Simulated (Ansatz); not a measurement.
# Sc (model cell, started as body-centred cubic): from the cell to its phonons

Aim: the vibrations of Sc (model cell, started as body-centred cubic), their spectra, and whether the structure is stable.

Method: DFT PBEsol, scalar-relativistic, plane waves, PAW; PAW set soft_1, in Ansatz 0.2.0.

This is not the structure that Sc takes at ambient pressure and room temperature (hexagonal, No. 194); it is a model or a phase of other conditions.

### Step 1. Set-up

The structure is cubic, space group Im-3m (No. 229). The conventional cell has a = 3.650 Å, b = 3.650 Å, c = 3.650 Å, α = 90.00°, β = 90.00°, γ = 90.00°. Nearest to Sc lie 8 Sc at 3.16 Å.

### Step 2. Bringing the structure to rest

Harmonic phonons are second derivatives at a point where the forces vanish, and they are wanted at zero stress, so atoms and cell are relaxed first.

input.yaml reads:

```yaml
crystal:
  lattice:
    - [-1.825, 1.825, 1.825]
    - [1.825, -1.825, 1.825]
    - [1.825, 1.825, -1.825]
  atoms:
    - { symbol: Sc, position: [0.0, 0.0, 0.0] }
kpoints:
  mp_grid: { grid: [16, 16, 16] }
hamiltonian:
  xc: pbesol
  pseudopotentials: { kind: paw, azcp: { folder: soft_1 }, xc_functional: pbe }
scf:
  occupations: { method: gaussian, width: 0.1 }
output:
  forces: true
  stress: true
  eigenvalues: true
relax:
  adjacent_minimum: "off"
  f_tol: 0.005
  max_steps: 80
  cell: { stress_tol: 0.05 }
```

Run with:

```console
$ ansatz run input.yaml --threads 8 --pin off --max-ram 16384MiB --backend cpu --events-out ev --progress --plain --runs-dir out
```

Numbers of over 12 decimals in the logs are rounded to 6 here.

What it wrote:

```text
Engine: ansatz 0.2.0, aarch64-unknown-linux-gnu
Pseudopotentials: kind: paw
Pseudopotential: Sc, paw, valence charge 11, recommended cutoff 420 eV (normal), soft_1/Sc.paw.azcp
Functional definition: PBEsol
  exchange = pbesol_x
  correlation = pbesol_c
Crystal: 1 atoms, lattice volume = 24.314 Å³
Basis set: ecut = 420 eV, 459 PW (Γ), exchange–correlation on 48×48×48 points (8 copies of the dense FFT grid, shifted against one another)
Bands: 10, of which v1, the nominal top of the filled ones, is band 6 counted from 1 (5 counted from 0)
Symmetry: 48 space group operations
Space group: Im-3m (ITA 229), of the structure as read, at distance tolerance 2.9e-5 Å
k-points: 145 of 4096
Non-local potential: Sc, projectors of the file, l = 0: 3, l = 1: 2, l = 2: 3, l = 3: 1
PAW form: soft (Blöchl's): semilocal exchange-correlation on the pseudo side does not see the compensation charge
PAW frozen core: Sc, regenerated for the run's functional, and the local potential with it (the file was generated under x = pbe(κ = 0.804, μ = 0.219515), c = pbe(β = 0.066725))
PAW one-centre angular grid: Sc, 590 points (default); XC on 64 Gauss nodes
Initial density: superposition of atomic densities (chi_scale 0.1, normalization cell)
Initial wavefunctions: pseudopotential atomic-orbital guess
Functional: x = pbesol(κ = 0.804, μ = 0.123457), c = pbesol(β = 0.046)
SCF iter   1: F=—  HF=-2111.352877 eV  |F-HF|=—  |Δ(HF+E_count)|=         —  Δρ=2.91e-2  dr2=2.67e-1  ethr=3.10e-3  ⟨swp⟩=4.1  Hψ=7082  notcnv=0
preconditioner: auto → none  [metal: Δε(μ)=0.017 eV  Ē_g=4.184 eV  σ=0.100 eV  W_gap=0.10  n_scr=0 (ndim 8)  ℏωp=13.0 eV  f_vac=0.000  D(μ)=2.44/eV (n_scr^D=42)]
SCF iter   2: F=—  HF=-2111.267071 eV  |F-HF|=—  |Δ(HF+E_count)|=   8.58e-2  Δρ=8.01e-3  dr2=8.50e-3  ethr=2.43e-3  ⟨swp⟩=2.9  Hψ=3783  notcnv=0  defer=37
SCF iter   3: F=—  HF=-2111.264621 eV  |F-HF|=—  |Δ(HF+E_count)|=   2.45e-3  Δρ=3.34e-3  dr2=1.89e-3  ethr=7.73e-5  ⟨swp⟩=3.0  Hψ=2796  notcnv=0  defer=37
SCF iter   4: F=—  HF=-2111.264396 eV  |F-HF|=—  |Δ(HF+E_count)|=   2.25e-4  Δρ=1.13e-3  dr2=2.02e-4  ethr=1.71e-5  ⟨swp⟩=1.0  Hψ=1416  notcnv=0  defer=37
SCF iter   5: F=—  HF=-2111.264370 eV  |F-HF|=—  |Δ(HF+E_count)|=   2.55e-5  Δρ=1.94e-4  dr2=5.70e-6  ethr=1.83e-6  ⟨swp⟩=1.3  Hψ=1509  notcnv=0  defer=37
SCF iter   6: F=—  HF=-2111.264374 eV  |F-HF|=—  |Δ(HF+E_count)|=   3.76e-6  Δρ=1.75e-5  dr2=4.48e-8  ethr=9.09e-10  ⟨swp⟩=3.9  Hψ=5582  notcnv=0
SCF iter   7: F=-2111.264374 eV  HF=-2111.264374 eV  |F-HF|=1.86e-11  |Δ(HF+E_count)|=   4.36e-9  Δρ=7.13e-7  dr2=9.24e-11  ethr=4.07e-10  ⟨swp⟩=1.8  Hψ=4569  notcnv=0
SCF 1 converged in 7 iterations: F = -2111.264374 eV  dr2 = 9.24e-11
  greatest PAW one-centre occupation: 0.998 electrons in one spin orbital (limit 2), on the Sc atom at site 0 (counted from 0), in its partial waves of l = 0
relax step   1: F+E_penalty+E_count = -2111.26437419 eV  Δ(F+E_penalty+E_count) = +0.000e0 eV  max|allowed force component| = 0.000e0 eV/Å  Δτ_max = 0.0000 Å  P = -1.000 GPa  Ω = 24.314 Å³  (7 SCF iters, dr2 threshold 1.00e-7 eV, accepted)
Crystal: 1 atoms, lattice volume = 23.808 Å³
Initial density: handed on by an earlier stage of this run
Initial wavefunctions: those handed on with the density
iter 1 solved again at ethr=1.18e-7 eV; its pass at ethr=3.10e-3 eV (dr2=1.30e-5 eV) is discarded
SCF iter   1: F=—  HF=-2111.265759 eV  |F-HF|=—  |Δ(HF+E_count)|=         —  Δρ=2.70e-4  dr2=1.16e-5  ethr=1.18e-7  ⟨swp⟩=2.0  Hψ=9757  notcnv=0
preconditioner: auto → none  [metal: Δε(μ)=0.014 eV  Ē_g=3.940 eV  σ=0.100 eV  W_gap=0.08  n_scr=0 (ndim 8)  ℏωp=13.2 eV  f_vac=0.000  D(μ)=2.67/eV (n_scr^D=42)]
SCF iter   2: F=—  HF=-2111.265761 eV  |F-HF|=—  |Δ(HF+E_count)|=   2.13e-6  Δρ=1.27e-4  dr2=2.24e-6  ethr=1.05e-7  ⟨swp⟩=1.7  Hψ=1618  notcnv=0
SCF iter   3: F=—  HF=-2111.265763 eV  |F-HF|=—  |Δ(HF+E_count)|=   1.49e-6  Δρ=5.44e-5  dr2=5.56e-7  ethr=2.04e-8  ⟨swp⟩=2.2  Hψ=2144  notcnv=0
SCF iter   4: F=-2111.265763 eV  HF=-2111.265763 eV  |F-HF|=1.00e-9  |Δ(HF+E_count)|=   1.04e-7  Δρ=4.31e-6  dr2=2.79e-9  ethr=9.09e-10  ⟨swp⟩=2.0  Hψ=5013  notcnv=0
SCF 2 converged in 4 iterations: F = -2111.265763 eV  dr2 = 2.79e-9
relax step   2: F+E_penalty+E_count = -2111.26576283 eV  Δ(F+E_penalty+E_count) = -1.389e-3 eV  max|allowed force component| = 0.000e0 eV/Å  Δτ_max = 0.0000 Å  P = +0.141 GPa  Ω = 23.808 Å³  energy of the carried Pulay correction = +7.538e-6 eV  (4 SCF iters, dr2 threshold 1.00e-7 eV, accepted)
Crystal: 1 atoms, lattice volume = 23.869 Å³
iter 1 solved again at ethr=1.54e-9 eV; its pass at ethr=3.10e-3 eV (dr2=1.70e-7 eV) is discarded
SCF iter   1: F=—  HF=-2111.265788 eV  |F-HF|=—  |Δ(HF+E_count)|=         —  Δρ=3.10e-5  dr2=1.68e-7  ethr=1.54e-9  ⟨swp⟩=2.0  Hψ=9309  notcnv=0
preconditioner: auto → none  [metal: Δε(μ)=0.013 eV  Ē_g=3.930 eV  σ=0.100 eV  W_gap=0.07  n_scr=0 (ndim 8)  ℏωp=13.2 eV  f_vac=0.000  D(μ)=2.67/eV (n_scr^D=42)]
SCF iter   2: F=-2111.265788 eV  HF=-2111.265788 eV  |F-HF|=1.00e-8  |Δ(HF+E_count)|=   5.20e-7  Δρ=1.43e-5  dr2=2.88e-8  ethr=4.49e-10  ⟨swp⟩=2.1  Hψ=4465  notcnv=0
SCF 3 converged in 2 iterations: F = -2111.265788 eV  dr2 = 2.88e-8
relax step   3: F+E_penalty+E_count = -2111.26578819 eV  Δ(F+E_penalty+E_count) = -2.536e-5 eV  max|allowed force component| = 0.000e0 eV/Å  Δτ_max = 0.0000 Å  P = -0.003 GPa  Ω = 23.869 Å³  energy of the carried Pulay correction = +6.617e-6 eV  (2 SCF iters, dr2 threshold 4.94e-8 eV, accepted)
Initial wavefunctions: pseudopotential atomic-orbital guess (no wavefunctions were taken with the density)
iter 1 solved again at ethr=4.40e-8 eV; its pass at ethr=3.10e-3 eV (dr2=4.84e-6 eV) is discarded
SCF iter   1: F=—  HF=-2111.265776 eV  |F-HF|=—  |Δ(HF+E_count)|=         —  Δρ=1.54e-5  dr2=2.93e-8  ethr=4.40e-8  ⟨swp⟩=2.1  Hψ=10741  notcnv=0
preconditioner: auto → none  [metal: Δε(μ)=0.012 eV  Ē_g=3.930 eV  σ=0.100 eV  W_gap=0.07  n_scr=0 (ndim 8)  ℏωp=13.2 eV  f_vac=0.000  D(μ)=2.67/eV (n_scr^D=42)]
SCF iter   2: F=—  HF=-2111.265781 eV  |F-HF|=—  |Δ(HF+E_count)|=   4.93e-6  Δρ=8.09e-6  dr2=8.00e-9  ethr=2.66e-10  ⟨swp⟩=1.6  Hψ=1628  notcnv=0
SCF iter   3: F=—  HF=-2111.265781 eV  |F-HF|=—  |Δ(HF+E_count)|=   7.29e-9  Δρ=1.33e-6  dr2=4.87e-10  ethr=7.27e-11  ⟨swp⟩=1.7  Hψ=1632  notcnv=0
SCF iter   4: F=-2111.265781 eV  HF=-2111.265781 eV  |F-HF|=5.00e-12  |Δ(HF+E_count)|=  1.53e-10  Δρ=1.75e-7  dr2=2.52e-12  ethr=1.00e-12  ⟨swp⟩=2.9  Hψ=5621  notcnv=0
SCF 4 converged in 4 iterations: F = -2111.265781 eV  dr2 = 2.52e-12
relax step   4: F+E_penalty+E_count = -2111.26578086 eV  Δ(F+E_penalty+E_count) = +7.332e-6 eV  max|allowed force component| = 0.000e0 eV/Å  Δτ_max = 0.0000 Å  P = -0.002 GPa  Ω = 23.869 Å³  stress off target by 2.21e-3 GPa  SCF on the basis re-selected at this cell (its energy is not comparable with the rows above)  (4 SCF iters)
basis re-selected at this cell: Δ(F+E_penalty+E_count) = +7.332e-6 eV, ΔP = +0.001 GPa vs the last step (what re-selecting the basis moved, of the pressure what is left beyond the Pulay correction that the steps carried, after the strain that the cell walked since its last selection, with what the two solves' SCF thresholds leave and, on support functions, any second-order correction that the steps lacked; it is no measure of the basis error at this ecutwfc). This SCF's stress stands 2.21e-3 GPa from its target on what of the cell is left free (relax.cell.stress_tol is 5.00e-2 GPa) and its largest allowed force component is 0.00e0 eV/Å (relax.f_tol is 5.00e-3 eV/Å): [rest of the remark cut]
SCF converged after 4 iterations
Free energy (F): -2111.265781 eV
Harris-Foulkes:  -2111.265781 eV  (|F-HF|=5.00e-12)
Internal energy: -2111.252407 eV  (E = F + TS)
E sigma→0 (E₀):  -2111.259094 eV
Entropy (-TS):   -0.013374 eV (-13.374 meV/atom)
Fermi energy:    9.501390 eV
--- Per-component energies (eV) ---
  E_band       = -165.897075
  E_kinetic    = 206.372588
  E_local      = -833.587406  (includes V_loc(G=0)·N_el)
  E_nonlocal   = 144.431163
  E_hartree    = 297.006699
  E_xc         = -84.430289
  E_vxc        = -104.205238  (∫ρ·V_xc dr)
  E_paw        = -967.209350  (= ΣΔE_a)
  E_vpaw       = -172.921604  (= ΣTr[D̂ρ^β])
  E_aug_tail   = 0.000041  (compensation charges beyond the density's cutoff)
  E_ewald      = -873.964879
  E_core_change = 0.129025  (= ΣΔE_core)
  E_smearing   = -0.013374  (= −TS)
  E_closure    = 0.000000  (closes the sum)
  Σ components = -2111.265781   (vs F -2111.265781, Δ=0.00e0)
--- Forces (eV/Å), atoms counted from 1 ---
  atom   1  Sc    -0.00000000     0.00000000     0.00000000
  max |Σ_I F_I| component: 6.37e-32 eV/Å
--- Stress (GPa, compression-positive) ---
       -0.002209      -0.000000       0.000000
       -0.000000      -0.002209       0.000000
       -0.000000       0.000000      -0.002209
  P = ⅓ Tr σ = -0.0022 GPa (-0.022 kbar)
--- Band table (eV; the first three rows and the last of 145) ---
  k-point 0: bands = ["-39.7949", "-18.2652", "-18.2652", "-18.2652", "4.1994", "10.9825", "10.9825", "10.9825", "12.4786", "12.4786"]
  k-point 1: bands = ["-39.7920", "-18.2828", "-18.2707", "-18.2652", "4.3071", "10.9273", "10.9623", "11.0633", "12.4124", "12.4813"]
  k-point 2: bands = ["-39.7840", "-18.3329", "-18.2864", "-18.2655", "4.6226", "10.7750", "10.8720", "11.3008", "12.2759", "12.4926"]
  k-point 144: bands = ["-39.6674", "-18.5757", "-18.5757", "-18.5757", "8.2149", "8.2149", "13.5267", "13.5267", "13.5267", "15.8397"]
--- Relaxed structure (3 steps of the walk, 3 accepted, 1 SCFs on fresh bases) ---
  F+E_penalty+E_count = -2111.26578086 eV   max|allowed force component| = 0.000e0 eV/Å   (the final SCF, on the basis selected at the relaxed cell)
  cell:  # Å, volume = 23.8693 Å³
    - [-1.813816, 1.813816, 1.813816]
    - [1.813816, -1.813816, 1.813816]
    - [1.813816, 1.813816, -1.813816]
  atoms:
    - { symbol: Sc, position: [0.0, 0.0, 0.0] }
```

The job ended after 1.4 s (8 threads of Arm Neoverse V2, shared host; peak memory 0.34 GiB; 7.9 s of CPU time).

Step by step:

| step | energy less that of the first step (eV) | largest force component (eV/Å) | pressure (GPa) | volume (Å³) |
| --- | --- | --- | --- | --- |
| 1 | 0.0000 | 0.0000 | -1.00 | 24.31 |
| 2 | -0.0014 | 0.0000 | 0.14 | 23.81 |
| 3 | -0.0014 | 0.0000 | 0.00 | 23.87 |
| 4* | -0.0014 | 0.0000 | 0.00 | 23.87 |

Relaxation steps marked * repeat the geometry before them on a plane-wave basis chosen anew for their cell, so energy and pressure can jump there.

| conventional cell, symmetrised | before | after | change |
| --- | --- | --- | --- |
| a (Å) | 3.650 | 3.628 | -0.6 % |
| b (Å) | 3.650 | 3.628 | -0.6 % |
| c (Å) | 3.650 | 3.628 | -0.6 % |
| volume (Å³/atom) | 24.31 | 23.87 | -1.8 % |

The relaxed structure:

```
Sc
1.0
    -1.81382    1.81382    1.81382
     1.81382   -1.81382    1.81382
     1.81382    1.81382   -1.81382
Sc
1
Direct
  0.00000 0.00000 0.00000
```

This step gave:

```
pressure          : -0.002209 GPa
volume per atom   : 23.87 Å³
gap on the k-mesh : 0 eV
```

In this step the volume went from 24.31 to 23.87 Å³/atom.

### Step 3. Tight relaxation

Phonons need a cell at rest on their own settings, so the relaxation is repeated with tight tolerances on forces and stress, using the mesh and the filling of the phonon run that follows.

input.yaml, the sections that differ from step 2:

```yaml
crystal:
  lattice:
    - [-1.8138155216, 1.8138155216, 1.8138155216]
    - [1.8138155216, -1.8138155216, 1.8138155216]
    - [1.8138155216, 1.8138155216, -1.8138155216]
  atoms:
    - { symbol: Sc, position: [0.0, 0.0, 0.0] }
scf:
  occupations: { method: methfessel_paxton, width: 0.2 }
output:
  forces: true
  stress: true
  eigenvalues: true
  write_density: true
  write_potential: true
  elf: true
  volumetric_format: npy
relax:
  adjacent_minimum: "off"
  f_tol: 0.001
  max_steps: 60
  cell: { stress_tol: 0.01 }
# kpoints, hamiltonian: as in step 2
```

What it wrote:

```text
[...]
Crystal: 1 atoms, lattice volume = 23.869 Å³
Basis set: ecut = 420 eV, 459 PW (Γ), exchange–correlation on 48×48×48 points (8 copies of the dense FFT grid, shifted against one another)
Bands: 10, of which v1, the nominal top of the filled ones, is band 6 counted from 1 (5 counted from 0)
Symmetry: 48 space group operations
[...]
k-points: 145 of 4096
[...]
-0.000000       0.000000       0.007583
  P = ⅓ Tr σ = 0.0076 GPa (0.076 kbar)
--- Band table (eV; the first three rows and the last of 145) ---
[...]
--- Relaxed structure (2 steps of the walk, 2 accepted, 1 SCFs on fresh bases) ---
[...]
cell:  # Å, volume = 23.8461 Å³
    - [-1.813228, 1.813228, 1.813228]
    - [1.813228, -1.813228, 1.813228]
    - [1.813228, 1.813228, -1.813228]
  atoms:
    - { symbol: Sc, position: [0.0, 0.0, 0.0] }
[key lines of the parts left out:]
SCF converged after 4 iterations
Free energy (F): -2111.259789 eV
Fermi energy:    9.515407 eV
```

The job ended after 1.1 s (8 threads; peak memory 0.34 GiB).

Little changed from the start: no atom moved by 0.005 Å and no cell edge by 0.1 %.

Numbers from this step:

```
pressure        : 0.007583 GPa
volume per atom : 23.85 Å³
```

Valence density in the ac plane of the conventional cell at fractional y = 0.000, with atoms of Sc within 0.2 Å of it. It is the smooth field of the valence electrons, not physical close to the nuclei.

Values in e/Å³, 14 rows by 14 columns, each cell a mean:
```
7.8 6.2 3.0 0.9 0.2 0.1 0.1 0.1 0.1 0.2 0.4 1.4 4.3 7.0
5.0 3.8 1.6 0.5 0.2 0.1 0.1 0.1 0.1 0.1 0.3 0.8 2.4 4.3
1.7 1.2 0.5 0.2 0.1 0.1 0.1 0.1 0.1 0.1 0.2 0.3 0.8 1.4
0.4 0.3 0.2 0.1 0.1 0.1 0.1 0.1 0.1 0.1 0.1 0.2 0.3 0.4
0.2 0.2 0.1 0.1 0.1 0.1 0.1 0.1 0.1 0.1 0.1 0.1 0.1 0.2
0.1 0.1 0.1 0.1 0.1 0.1 0.1 0.1 0.1 0.1 0.1 0.1 0.1 0.1
0.1 0.1 0.1 0.1 0.1 0.1 0.1 0.1 0.1 0.1 0.1 0.1 0.1 0.1
0.1 0.1 0.1 0.1 0.1 0.1 0.1 0.1 0.1 0.1 0.1 0.1 0.1 0.1
0.1 0.1 0.1 0.1 0.1 0.1 0.1 0.1 0.1 0.1 0.1 0.1 0.1 0.1
0.3 0.2 0.2 0.1 0.1 0.1 0.1 0.1 0.1 0.1 0.1 0.1 0.2 0.2
1.1 0.8 0.4 0.2 0.1 0.1 0.1 0.1 0.1 0.1 0.1 0.2 0.5 0.9
3.5 2.6 1.1 0.4 0.2 0.1 0.1 0.1 0.1 0.1 0.2 0.5 1.6 3.0
7.1 5.5 2.6 0.8 0.2 0.1 0.1 0.1 0.1 0.2 0.3 1.2 3.8 6.2
8.6 7.1 3.5 1.1 0.3 0.1 0.1 0.1 0.1 0.2 0.4 1.7 5.0 7.8
```
Columns run along a (3.6 Å), rows up along c (3.6 Å), edges of the conventional cell, whose origin can differ from the input's. Atoms in or near the plane, at fractional coordinates: Sc at (0.00, 0.00).

ELF in the ac plane of the conventional cell at fractional y = 0.000, with atoms of Sc within 0.2 Å of it. It is the smooth field of the valence electrons, not physical close to the nuclei.

Ten even steps from '_' (0.11) to '@' (0.67), each cell a mean:
```
--**@@**..::**%%++..::%%@@++
%%@@%%--__--##%%**....++@@@@
%%##--__..==%%@@##--__..++%%
--::__..--**%%@@%%++::__..::
....::--**%%@@@@%%##++--....
++++**##%%%%%%%%%%%%%%##**++
%%%%@@@@@@@@%%%%%%@@@@@@%%%%
****##%%@@@@%%%%%%@@%%%%##**
::::--++##%%@@@@%%%%**==--::
....__..==##@@@@%%**--..__..
##++::__..++%%@@##--..__--**
@@@@**::__--##@@**::__--%%@@
++%%@@++..::**%%++..::##@@**
__++@@##..::**%%++..--%%%%--
```
Columns run along a (3.6 Å), rows up along c (3.6 Å), edges of the conventional cell, whose origin can differ from the input's. Atoms in or near the plane, at fractional coordinates: Sc at (0.00, 0.00).

Electrostatic potential energy in the ac plane of the conventional cell at fractional y = 0.000, with atoms of Sc within 0.2 Å of it. With pseudopotentials it is smooth inside the atoms' cores, unlike the true potential.

Ten even steps from '0' (-46 eV) to '9' (12 eV), each cell a mean:
```
00268999997510
12478999998631
45789999998765
77899999999887
99999999999999
99999999999999
99999999999999
99999999999999
99999999999999
88899999999988
56789999999876
23578999998742
00368999997520
00258999997410
```
Columns run along a (3.6 Å; values clipped at the 3rd and 97th percentile), rows up along c (3.6 Å), edges of the conventional cell, whose origin can differ from the input's. Atoms in or near the plane, at fractional coordinates: Sc at (0.00, 0.00).

The forces vanish by symmetry and the pressure is 0.008 GPa, within the tolerances set. The cell now holds 23.85 Å³/atom.

(Part 1 of 2 ends here.)

[Logs are printed without paths, hosts, clocks, repeated set-up lines and the standing remarks that a program may print on its own settings, such as how far it seeks lower states.]

[Hosts, paths, dates, database ids (printed as entryN), source tags and the programs' standing remarks are cut or masked in the printed files.]
